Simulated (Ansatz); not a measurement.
# Electron–phonon scattering in BaNiSn in the AlB2 type, part 2 of 2

How good a conductor is BaNiSn in the AlB2 type when only phonons scatter, and how much computing does the answer need?

Ansatz 0.2.0; DFT PBE, scalar-relativistic, plane waves, PAW; PAW set soft_1.

So far, log mean phonon energy ħω_log (meV): step 6 (coupling and resistivity: q 2×2×2, k 4×4×4, scattering 8×8×8) 8.38; step 7 (k-mesh 6×6×4, q mesh 3×3×2, other occupations) 7.24; step 8 (k-mesh 6×6×4, scattering mesh 12×12×12, q mesh 3×3×2) 7.26. The relaxed cell has a = 4.457, c = 5.078 Å (conventional setting).

The structure was built from a prototype and need not be the compound's stable phase.

### Step 9. Resistivity: q 3×3×2, k 9×9×6, scattering 12×12×8

The next rung changes the k mesh of the density and its response; the scattering mesh, which samples the Fermi surface.

input.yaml reads:

```yaml
crystal:
  lattice:
    - [4.4572274961, -2.6754e-06, 0.0]
    - [-2.2286114311, 3.8600735798, 0.0]
    - [0.0, 0.0, 5.0782669041]
  atoms:
    - { symbol: Ba, position: [0.0, 0.0, 0.0] }
    - { symbol: Sn, position: [0.3333333333, 0.6666666667, 0.5] }
    - { symbol: Ni, position: [0.6666666667, 0.3333333333, 0.5] }
kpoints:
  mp_grid: { grid: [9, 9, 6] }
hamiltonian:
  xc: pbe
  pseudopotentials: { kind: paw, azcp: { folder: soft_1 } }
scf:
  occupations: { method: methfessel_paxton, width: 0.2 }
output:
  eigenvalues: true
phonons:
  method: dfpt
  qmesh: [3, 3, 2]
  temperatures: { t_max: 1000, t_step: 50 }
  qpath:
    path:
      - [[0.0, 0.0, 0.0], [0.5, 0.0, 0.0], [0.33333333, 0.33333333, 0.0], [0.0, 0.0, 0.0], [0.0, 0.0, 0.5], [0.5, 0.0, 0.5], [0.33333333, 0.33333333, 0.5], [0.0, 0.0, 0.5]]
      - [[0.5, 0.0, 0.5], [0.5, 0.0, 0.0]]
      - [[0.33333333, 0.33333333, 0.5], [0.33333333, 0.33333333, 0.0]]
    npoints: 10
  electrical_resistivity:
    mesh: [12, 12, 8]
    temperatures: [20.0, 50.0, 77.0, 100.0, 150.0, 200.0, 300.0, 400.0, 600.0, 800.0]
  superconductivity: { mesh: [12, 12, 8] }
```

On the command line:

```
> ansatz run input.yaml --threads 4 --pin off --max-ram 12288MiB --backend cpu --events-out ev --progress --plain --runs-dir out
```

It took 16 min on 4 threads of Intel Xeon at 2.80GHz (Skylake/Cascade Lake), shared host; peak memory 5.2 GiB; 60 min of CPU time.

This step gave:

```yaml
zero_point_energy: 0.05376 eV/cell
highest_frequency_solved_or_plainly_interpolated: 191.2 cm⁻¹
debye_temperature_second_moment: 202 K
resistivity_at_300_k: 111.8 μΩ cm, mean of the axes
coupling_constant_lambda: 0.7377
density_of_states_at_the_fermi_level: 1.929 states/eV a spin and cell
log_mean_phonon_energy_omega_log: 7.388 meV
transport_coupling_constant_lambda_tr: 0.8386, 0.8386, 0.8398 (xx, yy, zz)
drude_plasma_energy: 4.344, 4.344, 2.062 eV (xx, yy, zz)
resistivity_times_mean_free_path: 12.53, 12.53, 26.45 × 10⁻¹⁶ Ω m² (xx, yy, zz)
second_moment_phonon_energy_omega: 9.761 meV
```

Some states were left unconverged by the eigensolver. By its own test the run is not converged in the mesh. λ = 0.738 and 112 μΩ cm at 300 K, against 0.743 and 110 in the run with q 3×3×2, k 6×6×4, scattering 8×8×8 (-0.7 % and +1.5 %). The run's own test puts 29 % between its two finest meshes on the component of the resistivity at 300 K that moves most, more than that change. By the run's own test λ moves by 24 % between its two finest scattering meshes.

### Step 10. The ladder

Times are for 4 threads of Intel Xeon at 2.80GHz (Skylake/Cascade Lake), shared host. Results by setting:

| no. | run | resistivity at 300 K (μΩ cm, mean of the axes) | coupling constant λ | log mean phonon energy ħω_log (meV) | time | memory (GiB) |
| --- | --- | --- | --- | --- | --- | --- |
| 1 | q 2×2×2, k 4×4×4, scattering 8×8×8 | 90.76 | 0.5665 | 8.377 | 94 s | 1.1 |
| 2 | q 3×3×2, k 6×6×4, scattering 8×8×8 | 110.1 | 0.743 | 7.244 | 8.4 min | 5.4 |
| 3 | q 3×3×2, k 6×6×4, scattering 12×12×12 | 117.8 | 0.7724 | 7.261 | 8.8 min | 5.4 |
| 4 | q 3×3×2, k 9×9×6, scattering 12×12×8 | 111.8 | 0.7377 | 7.388 | 16 min | 5.2 |

The runs together, line α²F. The Eliashberg function α²F, α²F by phonon energy; read off at these points:

| phonon energy (meV) | q 2×2×2, k 4×4×4, scattering 8×8×8 | q 3×3×2, k 6×6×4, scattering 8×8×8 | q 3×3×2, k 6×6×4, scattering 12×12×12 | q 3×3×2, k 9×9×6, scattering 12×12×8 |
| --- | --- | --- | --- | --- |
| 1.0 | 9.3e-5 | 7.5e-4 | 0.00202 | 0.00197 |
| 2.0 | 0.00150 | 0.0100 | 0.00975 | 0.0109 |
| 3.0 | 0.00790 | 0.0265 | 0.0244 | 0.0270 |
| 4.0 | 0.0425 | 0.111 | 0.138 | 0.153 |
| 5.0 | 0.160 | 0.350 | 0.358 | 0.265 |
| 5.2 | 0.231 | 0.309 | 0.312 | 0.289 |
| 6.0 | 0.185 | 0.214 | 0.184 | 0.186 |
| 7.0 | 0.298 | 0.290 | 0.327 | 0.134 |
| 7.6 | 0.177 | 0.696 | 0.660 | 0.312 |
| 7.8 | 0.189 | 0.705 | 0.697 | 0.605 |
| 8.0 | 0.420 | 0.483 | 0.539 | 0.679 |
| 8.2 | 0.734 | 0.158 | 0.257 | 0.680 |
| 9.0 | 0.358 | 0.370 | 0.387 | 0.451 |
| 10.0 | 0.175 | 0.176 | 0.165 | 0.220 |
| 11.0 | 0.0721 | 0.109 | 0.109 | 0.107 |
| 12.0 | 0.195 | 0.124 | 0.137 | 0.152 |
| 13.0 | 0.204 | 0.0445 | 0.0426 | 0.0553 |
| 14.0 | 0.0568 | 0.0422 | 0.0370 | 0.0454 |
| 15.0 | 0.0666 | 0.0793 | 0.0744 | 0.0948 |
| 16.0 | 0.0138 | 0.00199 | 0.00370 | 0.00178 |
| 17.0 | 0 | 0 | 0 | 0 |
| 18.0 | 0 | 0 | 0 | 0 |
| 19.0 | 0 | 0 | 0 | 0 |
| 20.0 | 0.118 | 0.119 | 0.123 | 0.109 |
| 21.0 | 0.154 | 0.163 | 0.157 | 0.141 |
| 22.0 | 0.0905 | 0.0843 | 0.0826 | 0.0821 |
| 23.0 | 0.401 | 0.188 | 0.205 | 0.230 |

### Step 11. Summary of results

* run: PBE, q 3×3×2, k 9×9×6, scattering 12×12×8
* coupling constant λ: 0.738
* log mean phonon energy ħω_log: 7.39 meV
* states at the Fermi level: 1.93 states/eV/spin/cell
* resistivity at 300 K: 51.2, 51.2, 233 μΩ cm (xx, yy, zz)
* Drude plasma energy: 4.34, 4.34, 2.06 eV (xx, yy, zz)
* resistivity times mean free path: 12.5, 12.5, 26.4 × 10⁻¹⁶ Ω m² (xx, yy, zz)
* change between its two finest scattering meshes: λ 24 %, resistivity at 300 K 29 %
* time of that run: 16 min

On the last rung that gave a resistivity at the base settings (q 3×3×2, k 9×9×6, scattering 12×12×8), BaNiSn in the AlB2 type has λ = 0.74 and a phonon-limited resistivity of 112 μΩ cm at 300 K. Across the runs of step 10 the resistivity at 300 K runs from 90.8 μΩ cm, mean of the axes (q 2×2×2, k 4×4×4, scattering 8×8×8) to 118 μΩ cm, mean of the axes (q 3×3×2, k 6×6×4, scattering 12×12×12), while the wall time spans a factor of 9.9. The coupling is moderate (λ = 0.74), so phonons raise the electrons' mass at the Fermi surface by about 74 %, if this value holds on finer meshes. At 800 K the mean free path from ρℓ/ρ falls to about 0.40 nm in the direction where it is shortest, a few atomic spacings, where real metals begin to saturate below the Boltzmann values. By the run's own test λ moves by 24 % between the two scattering meshes. Values of ρ(T) under 50 K rest on the softest modes, mostly interpolated ones, and are the least sure of the table. The high-temperature form ρ = 2π k_B T λ_tr/(ħ ε₀ ω_p²) gives 53.7 μΩ cm along x at 300 K, against 51.2 from the Boltzmann equation. Conduction is anisotropic: the resistivity differs by a factor of 4.6 between the axes. By their share in the modes' patterns, Ba atoms take 38 % of λ. The three lowest branches give 63 % of λ. By the run's own test, which takes the component that moves most, the resistivity at 300 K moves by 29 % between its two finest scattering meshes, so it is not converged. In the run quoted no mode is imaginary at the wavevectors of the 3×3×2 mesh; wavevectors off that mesh are interpolated. Only scattering by harmonic phonons counts; impurities, grain boundaries and thermal expansion are left out. The phonon runs are not spin-polarised. The structure was built by hand as an ordered model, and its stability against other phases was not tested.

[Logs are printed without paths, hosts, clocks, repeated set-up lines and the standing remarks that a program may print on its own settings, such as how far it seeks lower states.]

[Hosts, paths, dates, database ids (printed as entryN), source tags and the programs' standing remarks are cut or masked in the printed files.]
